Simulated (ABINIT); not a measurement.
# KCaF3 (Pm-3m): a self-consistent loop beyond G0W0, cycle by cycle, part 2 of 3

How far does self-consistency move the gap of KCaF3 (Pm-3m)?

ABINIT 10.8.3; PBEsol and many-body steps on it, plane waves. Known limits of the many-body steps: not at the basis limit; coarse k mesh.

So far. Step 5 (evGW0, cycle 1): Against G0W0 in ABINIT (2×2×2 mesh, 79 bands, screening to 106.1 eV, Godby-Needs plasmon pole), the gap moves by +0.640 eV. This first cycle still uses the starting levels; it takes the full correction, at all points of the mesh, and its linearised value is 9.529 eV. Step 6 (evGW0, cycle 2): Against the cycle before, the gap moves by −0.085 eV.

## (7) evGW0, cycle 3

Level of this step: evGW0 on PBEsol, plane waves, norm-conserving pseudopotentials (ABINIT).

File run.abi:

```
acell 3*1.0 Angstrom
rprim 
  4.481726000000 0.000000000000 0.000000000000
  0.000000000000 4.481726000000 0.000000000000
  0.000000000000 0.000000000000 4.481726000000
ntypat 3
znucl 19 20 9
natom 5
typat 1 2 3 3 3
xred 
  0.500000000000 0.500000000000 0.500000000000
  0.000000000000 0.000000000000 0.000000000000
  0.000000000000 0.500000000000 0.000000000000
  0.000000000000 0.000000000000 0.500000000000
  0.500000000000 0.000000000000 0.000000000000
pp_dirpath "pseudos"
pseudos "K.upf, Ca.upf, F.upf"
ecut 36
ngkpt 2 2 2
nshiftk 1
shiftk 0 0 0
kptopt 1
chksymbreak 0
istwfk *1
occopt 1
irdwfk 1
optdriver 4
nband 79
gwcalctyp 10
ecutsigx 36
symsigma 1
nkptgw 4
kptgw 
  0.0000000000 0.0000000000 0.0000000000
  0.5000000000 0.0000000000 0.0000000000
  0.5000000000 0.5000000000 0.0000000000
  0.5000000000 0.5000000000 0.5000000000
bdgw 
  12 26
  12 26
  12 26
  12 26
ecuteps 3.9
irdscr 1
ppmodel 1
irdqps 1
indata_prefix "in"
outdata_prefix "out"
tmpdata_prefix "tmp"
```

On the command line:

```
$ OMP_NUM_THREADS=1 mpirun -n 4 abinit run.abi > log
```

The program printed:

```text
.Version 10.8.3 of ABINIT. v10.8.2 released Aug 2026.

 Symmetries : space group Pm -3 m (#221); Bravais cP (primitive cubic)
[... echo of the input left out ...]
== DATASET  1 ==================================================================
-   mpi_nproc: 4, omp_nthreads: 1 (-1 if OMP is not activated)

--- !DatasetInfo
iteration_state: {dtset: 1, }
dimensions: {natom: 5, nkpt: 4, mband: 79, nsppol: 1, nspinor: 1, nspden: 1, mpw: 6302, }
cutoff_energies: {ecut:  36.0, pawecutdg:  -1.0, }
[...]
.  kptgw no:  2; Maximum DeltaE = (  -0.004  -0.000) for band index: 14
.  kptgw no:  3; Maximum DeltaE = (   0.013  -0.000) for band index: 11
.  kptgw no:  4; Maximum DeltaE = (  -0.006   0.000) for band index: 13

== END DATASET(S) ==============================================================
================================================================================

 -outvars: echo values of variables after computation  --------
           etotal      0.0000000000E+00
            nband          79
             nkpt           4
          spgroup         221
 [... the other variables as echoed above ...]

 Calculation completed.
```

The job ended after 55 s (4 MPI ranks of Intel Xeon Platinum 8259CL at 2.50GHz (Skylake/Cascade Lake), shared host; peak memory 1.1 GiB).

Numbers from this step:

- quasiparticle gap on the mesh: 10.08 eV
- gap of the density functional on the mesh: 6.057 eV
- k of the valence top: 0.5, 0.5, 0.5
- k of the conduction bottom: 0, 0, 0
- least direct quasiparticle gap on the computed points: 10.29 eV

Against the cycle before, the gap moves by −0.003 eV.

## (8) Screening, 2×2×2 mesh, 79 bands, screening to 106.1 eV

This step: RPA screening on PBEsol, plane waves, norm-conserving pseudopotentials.

run.abi, as its differences from that of step 7:

```diff
@@ -26,22 +26,13 @@
 irdwfk 1
-optdriver 4
+optdriver 3
 nband 79
+ecuteps 3.9
+inclvkb 2
+awtr 1
+symchi 1
 gwcalctyp 10
-ecutsigx 36
-symsigma 1
-nkptgw 4
-kptgw 
-  0.0000000000 0.0000000000 0.0000000000
-  0.5000000000 0.0000000000 0.0000000000
-  0.5000000000 0.5000000000 0.0000000000
-  0.5000000000 0.5000000000 0.5000000000
-bdgw 
-  12 26
-  12 26
-  12 26
-  12 26
-ecuteps 3.9
-irdscr 1
-ppmodel 1
-irdqps 1
+mbpt_sciss 4.732 eV
+nqptdm 1
+qptdm 
+  0 0 0
 indata_prefix "in"
```

The program printed:

```text
.Version 10.8.3 of ABINIT. v10.8.2 released Aug 2026.

 Symmetries : space group Pm -3 m (#221); Bravais cP (primitive cubic)
[... echo of the input left out ...]
== DATASET  1 ==================================================================
-   mpi_nproc: 4, omp_nthreads: 1 (-1 if OMP is not activated)

--- !DatasetInfo
iteration_state: {dtset: 1, }
dimensions: {natom: 5, nkpt: 4, mband: 79, nsppol: 1, nspinor: 1, nspden: 1, mpw: 6302, }
cutoff_energies: {ecut:  36.0, pawecutdg:  -1.0, }
electrons: {nelect:   4.00000000E+01, charge:   0.00000000E+00, occopt:   1.00000000E+00, tsmear:   1.00000000E-02, }

 SCREENING: Calculation of the susceptibility and dielectric matrices

 Based on a program developped by R.W. Godby, V. Olevano, G. Onida, and L. Reining.
 Incorporated in ABINIT by V. Olevano, G.-M. Rignanese, and M. Torrent.
.Using double precision arithmetic ; gwpc =  8

[... cell and pseudopotentials left out ...]
--------------------------------------------------------------------------------

 ==== K-mesh for the wavefunctions ====
 Number of points in the irreducible wedge :     4
[... list of points left out ...]
 Together with 48 symmetry operations and time-reversal symmetry
 yields     8 points in the full Brillouin Zone.

 ==== Q-mesh for the screening function ====
 Number of points in the irreducible wedge :     4
[... list of points left out ...]
 Together with 48 symmetry operations and time-reversal symmetry
 yields     8 points in the full Brillouin Zone.

 setmesh: FFT mesh size selected  =    32x   32x   32
          total number of points  =        32768

 vcoul_init : cutoff-mode = AUXILIARY_FUNCTION
 q-points for optical limit:   1
     1)      0.000010    0.000020    0.000030

 Dielectric matrix will be calculated only for some
 selected q points provided by the user through the input variables
 nqptdm and qptdm

- screening: taking advantage of time-reversal symmetry
- Maximum band index for partially occupied states nbvw = 20
- Remaining bands to be divided among processors   nbcw = 59
- Number of bands treated by each node ~14

 rdqps: reading QP wavefunctions of the previous step
        looking for file in_QPS
 file not found, 1st iteration initialized with KS eigenelements

 screening : performing a first self-consistency
 update of the energies in W by a scissor operator
 applying a scissor operator of [eV] :   4.732

 Number of electrons calculated from density =   40.0000; Expected =   40.0000
 average of density, n =  0.065846
 r_s =    1.5362
 omega_plasma =   24.7525 [eV]

 calculating chi0 at frequencies [eV] :
  1    0.000000E+00    0.000000E+00
  2    0.000000E+00    2.475252E+01

--------------------------------------------------------------------------------
  q-point number  1        q = ( 0.000000, 0.000000, 0.000000) [r.l.u.]
--------------------------------------------------------------------------------
[... chi0 elements left out ...]
 For q-point:  0.000010 0.000020 0.000030
  dielectric constant =   1.7500
  dielectric constant without local fields =   1.8608

  Average fulfillment of the sum rule on Im[epsilon] for q-point    1 :     45.41  [%]
[... wings left out ...]
== END DATASET(S) ==============================================================
================================================================================

 -outvars: echo values of variables after computation  --------
           etotal      0.0000000000E+00
            nband          79
             nkpt           4
          spgroup         221
 [... the other variables as echoed above ...]

 Calculation completed.
```

Elapsed: 18 s, on 4 MPI ranks; peak memory 0.85 GiB; 73 s of CPU time.

This step gave:

```
ε∞ with local fields, on this mesh, along the program's q direction : 1.75
the same without local fields                                       : 1.861
plasma frequency                                                    : 24.75 eV
plane waves in the screening matrix                                 : 251
```

This screening uses the functional's bands under a rigid shift, the mean opening of the cycle before.

## (9) Screening, 2×2×2 mesh, 79 bands, screening to 106.1 eV

This step: RPA screening on PBEsol from quasiparticle energies, plane waves, norm-conserving pseudopotentials.

run.abi, as its differences from that of step 8:

```diff
@@ -32,7 +32,9 @@
 symchi 1
+irdqps 1
 gwcalctyp 10
-mbpt_sciss 4.732 eV
-nqptdm 1
+nqptdm 3
 qptdm 
-  0 0 0
+  0.5000000000 0.0000000000 0.0000000000
+  0.5000000000 0.5000000000 0.0000000000
+  0.5000000000 0.5000000000 0.5000000000
 indata_prefix "in"
```

File mrgscr.stdin:

```
2
merged
q0_SCR
out_SCR
1
```

On the command line:

```
$ OMP_NUM_THREADS=1 mpirun -n 4 abinit run.abi > log; mrgscr < mrgscr.stdin
```

The program printed:

```text
.Version 10.8.3 of ABINIT. v10.8.2 released Aug 2026.

 Symmetries : space group Pm -3 m (#221); Bravais cP (primitive cubic)
[... echo of the input left out ...]
== DATASET  1 ==================================================================
-   mpi_nproc: 4, omp_nthreads: 1 (-1 if OMP is not activated)

--- !DatasetInfo
iteration_state: {dtset: 1, }
dimensions: {natom: 5, nkpt: 4, mband: 79, nsppol: 1, nspinor: 1, nspden: 1, mpw: 6302, }
cutoff_energies: {ecut:  36.0, pawecutdg:  -1.0, }
[...]
q-point number  1        q = ( 0.500000, 0.000000, 0.000000) [r.l.u.]
--------------------------------------------------------------------------------
[... chi0 elements left out ...]
  Average fulfillment of the sum rule on Im[epsilon] for q-point    2 :     50.10  [%]

--------------------------------------------------------------------------------
  q-point number  2        q = ( 0.500000, 0.500000, 0.000000) [r.l.u.]
--------------------------------------------------------------------------------
[... chi0 elements left out ...]
  Average fulfillment of the sum rule on Im[epsilon] for q-point    3 :     47.67  [%]

 [... 1 further q-points ...]
```

Wall time 12 s (4 MPI ranks); peak memory 0.7 GiB.

Numbers from this step:

* plasma frequency: 24.75 eV
* plane waves in the screening matrix: 251

This screening reads the quasiparticle levels of the cycle before.

## (10) evGW, cycle 1

This step: evGW on PBEsol, plane waves, norm-conserving pseudopotentials.

run.abi, as its differences from that of step 9:

```diff
@@ -26,12 +26,10 @@
 irdwfk 1
-optdriver 3
+optdriver 4
 nband 79
-ecuteps 3.9
-inclvkb 2
-awtr 1
-symchi 1
-irdqps 1
 gwcalctyp 10
-nqptdm 3
-qptdm 
+ecutsigx 36
+symsigma 1
+nkptgw 4
+kptgw 
+  0.0000000000 0.0000000000 0.0000000000
   0.5000000000 0.0000000000 0.0000000000
@@ -39,2 +37,11 @@
   0.5000000000 0.5000000000 0.5000000000
+bdgw 
+  12 26
+  12 26
+  12 26
+  12 26
+ecuteps 3.9
+irdscr 1
+ppmodel 1
+irdqps 1
 indata_prefix "in"
```

On the command line:

```
$ OMP_NUM_THREADS=1 mpirun -n 4 abinit run.abi > log
```

The program printed:

```text
.Version 10.8.3 of ABINIT. v10.8.2 released Aug 2026.

 Symmetries : space group Pm -3 m (#221); Bravais cP (primitive cubic)
[... echo of the input left out ...]
== DATASET  1 ==================================================================
-   mpi_nproc: 4, omp_nthreads: 1 (-1 if OMP is not activated)

--- !DatasetInfo
iteration_state: {dtset: 1, }
dimensions: {natom: 5, nkpt: 4, mband: 79, nsppol: 1, nspinor: 1, nspden: 1, mpw: 6302, }
cutoff_energies: {ecut:  36.0, pawecutdg:  -1.0, }
[...]
.  kptgw no:  2; Maximum DeltaE = (  -0.466  -0.000) for band index:  5
.  kptgw no:  3; Maximum DeltaE = (  -0.478  -0.000) for band index:  1
.  kptgw no:  4; Maximum DeltaE = (  -0.477   0.000) for band index:  2

== END DATASET(S) ==============================================================
================================================================================

 -outvars: echo values of variables after computation  --------
           etotal      0.0000000000E+00
            nband          79
             nkpt           4
          spgroup         221
 [... the other variables as echoed above ...]

 Calculation completed.
```

It took 49 s on 4 MPI ranks; peak memory 1.1 GiB.

Numbers from this step:

```
quasiparticle gap on the mesh                         : 10.91 eV
gap of the density functional on the mesh             : 6.057 eV
k of the valence top                                  : 0.5, 0.5, 0.5
k of the conduction bottom                            : 0, 0, 0
least direct quasiparticle gap on the computed points : 11.11 eV
```

Against G0W0 in ABINIT (2×2×2 mesh, 79 bands, screening to 106.1 eV, Godby-Needs plasmon pole), the gap moves by +1.379 eV.

## (11) Screening, 2×2×2 mesh, 79 bands, screening to 106.1 eV

This step: RPA screening on PBEsol, plane waves, norm-conserving pseudopotentials.

run.abi, as its differences from that of step 10:

```diff
@@ -26,22 +26,13 @@
 irdwfk 1
-optdriver 4
+optdriver 3
 nband 79
+ecuteps 3.9
+inclvkb 2
+awtr 1
+symchi 1
 gwcalctyp 10
-ecutsigx 36
-symsigma 1
-nkptgw 4
-kptgw 
-  0.0000000000 0.0000000000 0.0000000000
-  0.5000000000 0.0000000000 0.0000000000
-  0.5000000000 0.5000000000 0.0000000000
-  0.5000000000 0.5000000000 0.5000000000
-bdgw 
-  12 26
-  12 26
-  12 26
-  12 26
-ecuteps 3.9
-irdscr 1
-ppmodel 1
-irdqps 1
+mbpt_sciss 5.574 eV
+nqptdm 1
+qptdm 
+  0 0 0
 indata_prefix "in"
```

The program printed:

```text
.Version 10.8.3 of ABINIT. v10.8.2 released Aug 2026.

 Symmetries : space group Pm -3 m (#221); Bravais cP (primitive cubic)
[... echo of the input left out ...]
== DATASET  1 ==================================================================
-   mpi_nproc: 4, omp_nthreads: 1 (-1 if OMP is not activated)

--- !DatasetInfo
iteration_state: {dtset: 1, }
dimensions: {natom: 5, nkpt: 4, mband: 79, nsppol: 1, nspinor: 1, nspden: 1, mpw: 6302, }
cutoff_energies: {ecut:  36.0, pawecutdg:  -1.0, }
[...]
[... chi0 elements left out ...]
 For q-point:  0.000010 0.000020 0.000030
  dielectric constant =   1.7196
  dielectric constant without local fields =   1.8246

  Average fulfillment of the sum rule on Im[epsilon] for q-point    1 :     46.59  [%]
[... wings left out ...]
== END DATASET(S) ==============================================================
================================================================================

 -outvars: echo values of variables after computation  --------
           etotal      0.0000000000E+00
            nband          79
             nkpt           4
          spgroup         221
 [... the other variables as echoed above ...]

 Calculation completed.
```

Wall time 15 s (4 MPI ranks); peak memory 0.78 GiB.

This step gave:

| Quantity | Value |
| --- | --- |
| ε∞ with local fields, on this mesh, along the program's q direction | 1.720 |
| the same without local fields | 1.825 |
| plasma frequency | 24.75 eV |
| plane waves in the screening matrix | 251 |

This screening uses the functional's bands under a rigid shift, the mean opening of the cycle before.

## (12) Screening, 2×2×2 mesh, 79 bands, screening to 106.1 eV

This step: RPA screening on PBEsol from quasiparticle energies, plane waves, norm-conserving pseudopotentials.

run.abi, as its differences from that of step 11:

```diff
@@ -32,7 +32,9 @@
 symchi 1
+irdqps 1
 gwcalctyp 10
-mbpt_sciss 5.574 eV
-nqptdm 1
+nqptdm 3
 qptdm 
-  0 0 0
+  0.5000000000 0.0000000000 0.0000000000
+  0.5000000000 0.5000000000 0.0000000000
+  0.5000000000 0.5000000000 0.5000000000
 indata_prefix "in"
```

mrgscr.stdin is that of step 9.

On the command line:

```
$ OMP_NUM_THREADS=1 mpirun -n 4 abinit run.abi > log; mrgscr < mrgscr.stdin
```

The program printed:

```text
.Version 10.8.3 of ABINIT. v10.8.2 released Aug 2026.

 Symmetries : space group Pm -3 m (#221); Bravais cP (primitive cubic)
[... echo of the input left out ...]
== DATASET  1 ==================================================================
-   mpi_nproc: 4, omp_nthreads: 1 (-1 if OMP is not activated)

--- !DatasetInfo
iteration_state: {dtset: 1, }
dimensions: {natom: 5, nkpt: 4, mband: 79, nsppol: 1, nspinor: 1, nspden: 1, mpw: 6302, }
cutoff_energies: {ecut:  36.0, pawecutdg:  -1.0, }
[...]
q-point number  1        q = ( 0.500000, 0.000000, 0.000000) [r.l.u.]
--------------------------------------------------------------------------------
[... chi0 elements left out ...]
  Average fulfillment of the sum rule on Im[epsilon] for q-point    2 :     50.79  [%]

--------------------------------------------------------------------------------
  q-point number  2        q = ( 0.500000, 0.500000, 0.000000) [r.l.u.]
--------------------------------------------------------------------------------
[... chi0 elements left out ...]
  Average fulfillment of the sum rule on Im[epsilon] for q-point    3 :     48.28  [%]

 [... 1 further q-points ...]
```

It took 16 s on 4 MPI ranks; peak memory 0.7 GiB.

This step gave:

- plasma frequency: 24.75 eV
- plane waves in the screening matrix: 251

This screening reads the quasiparticle levels of the cycle before.

## (13) evGW, cycle 2

This step: evGW on PBEsol, plane waves, norm-conserving pseudopotentials.

run.abi, as its differences from that of step 12:

```diff
@@ -26,12 +26,10 @@
 irdwfk 1
-optdriver 3
+optdriver 4
 nband 79
-ecuteps 3.9
-inclvkb 2
-awtr 1
-symchi 1
-irdqps 1
 gwcalctyp 10
-nqptdm 3
-qptdm 
+ecutsigx 36
+symsigma 1
+nkptgw 4
+kptgw 
+  0.0000000000 0.0000000000 0.0000000000
   0.5000000000 0.0000000000 0.0000000000
@@ -39,2 +37,11 @@
   0.5000000000 0.5000000000 0.5000000000
+bdgw 
+  12 26
+  12 26
+  12 26
+  12 26
+ecuteps 3.9
+irdscr 1
+ppmodel 1
+irdqps 1
 indata_prefix "in"
```

On the command line:

```
$ OMP_NUM_THREADS=1 mpirun -n 4 abinit run.abi > log
```

The program printed:

```text
.Version 10.8.3 of ABINIT. v10.8.2 released Aug 2026.

 Symmetries : space group Pm -3 m (#221); Bravais cP (primitive cubic)
[... echo of the input left out ...]
== DATASET  1 ==================================================================
-   mpi_nproc: 4, omp_nthreads: 1 (-1 if OMP is not activated)

--- !DatasetInfo
iteration_state: {dtset: 1, }
dimensions: {natom: 5, nkpt: 4, mband: 79, nsppol: 1, nspinor: 1, nspden: 1, mpw: 6302, }
cutoff_energies: {ecut:  36.0, pawecutdg:  -1.0, }
[...]
.  kptgw no:  2; Maximum DeltaE = (  -0.058  -0.000) for band index:  1
.  kptgw no:  3; Maximum DeltaE = (  -0.058   0.000) for band index:  2
.  kptgw no:  4; Maximum DeltaE = (  -0.058  -0.000) for band index:  2

== END DATASET(S) ==============================================================
================================================================================

 -outvars: echo values of variables after computation  --------
           etotal      0.0000000000E+00
            nband          79
             nkpt           4
          spgroup         221
 [... the other variables as echoed above ...]

 Calculation completed.
```

The job ended after 48 s (4 MPI ranks; peak memory 1.1 GiB).

This step gave:

| Item | Value |
| --- | --- |
| quasiparticle gap on the mesh | 11.01 eV |
| gap of the density functional on the mesh | 6.057 eV |
| k of the valence top | 0.5, 0.5, 0.5 |
| k of the conduction bottom | 0, 0, 0 |
| least direct quasiparticle gap on the computed points | 11.21 eV |

Against the cycle before, the gap moves by +0.098 eV.

## (14) Screening, 2×2×2 mesh, 79 bands, screening to 106.1 eV

This step: RPA screening on PBEsol, plane waves, norm-conserving pseudopotentials.

run.abi, as its differences from that of step 13:

```diff
@@ -26,22 +26,13 @@
 irdwfk 1
-optdriver 4
+optdriver 3
 nband 79
+ecuteps 3.9
+inclvkb 2
+awtr 1
+symchi 1
 gwcalctyp 10
-ecutsigx 36
-symsigma 1
-nkptgw 4
-kptgw 
-  0.0000000000 0.0000000000 0.0000000000
-  0.5000000000 0.0000000000 0.0000000000
-  0.5000000000 0.5000000000 0.0000000000
-  0.5000000000 0.5000000000 0.5000000000
-bdgw 
-  12 26
-  12 26
-  12 26
-  12 26
-ecuteps 3.9
-irdscr 1
-ppmodel 1
-irdqps 1
+mbpt_sciss 5.668 eV
+nqptdm 1
+qptdm 
+  0 0 0
 indata_prefix "in"
```

The program printed:

```text
.Version 10.8.3 of ABINIT. v10.8.2 released Aug 2026.

 Symmetries : space group Pm -3 m (#221); Bravais cP (primitive cubic)
[... echo of the input left out ...]
== DATASET  1 ==================================================================
-   mpi_nproc: 4, omp_nthreads: 1 (-1 if OMP is not activated)

--- !DatasetInfo
iteration_state: {dtset: 1, }
dimensions: {natom: 5, nkpt: 4, mband: 79, nsppol: 1, nspinor: 1, nspden: 1, mpw: 6302, }
cutoff_energies: {ecut:  36.0, pawecutdg:  -1.0, }
[...]
[... chi0 elements left out ...]
 For q-point:  0.000010 0.000020 0.000030
  dielectric constant =   1.7164
  dielectric constant without local fields =   1.8208

  Average fulfillment of the sum rule on Im[epsilon] for q-point    1 :     46.72  [%]
[... wings left out ...]
== END DATASET(S) ==============================================================
================================================================================

 -outvars: echo values of variables after computation  --------
           etotal      0.0000000000E+00
            nband          79
             nkpt           4
          spgroup         221
 [... the other variables as echoed above ...]

 Calculation completed.
```

Run time: 15 s. Hardware: 4 MPI ranks; peak memory 0.83 GiB.

This step gave:

- ε∞ with local fields, on this mesh, along the program's q direction: 1.716
- the same without local fields: 1.821
- plasma frequency: 24.75 eV
- plane waves in the screening matrix: 251

This screening uses the functional's bands under a rigid shift, the mean opening of the cycle before.

(Continued in part 3 of 3.)

[Paths, hosts, dates, memory and timing lines, banners, echoed tables and standing remarks are left out of the program output.]

[Logs are printed without paths, hosts, clocks, repeated set-up lines and the standing remarks that a program may print on its own settings, such as how far it seeks lower states.]

[Runs of the session that timed out or met a known fault of the program may be left out.]

[Hosts, paths, dates, database ids (printed as entryN), source tags and the programs' standing remarks are cut or masked in the printed files.]

[G0W0 gaps are taken among the corrected bands and points alone; a level outside them can change the order at an edge.]

[Where Ansatz stands beside ABINIT at settings called matched, ABINIT's density can come from a denser mesh and the files from another edition; pairs whose starting gaps differed by over 0.03 eV were left out, so agreement reads better than it is.]
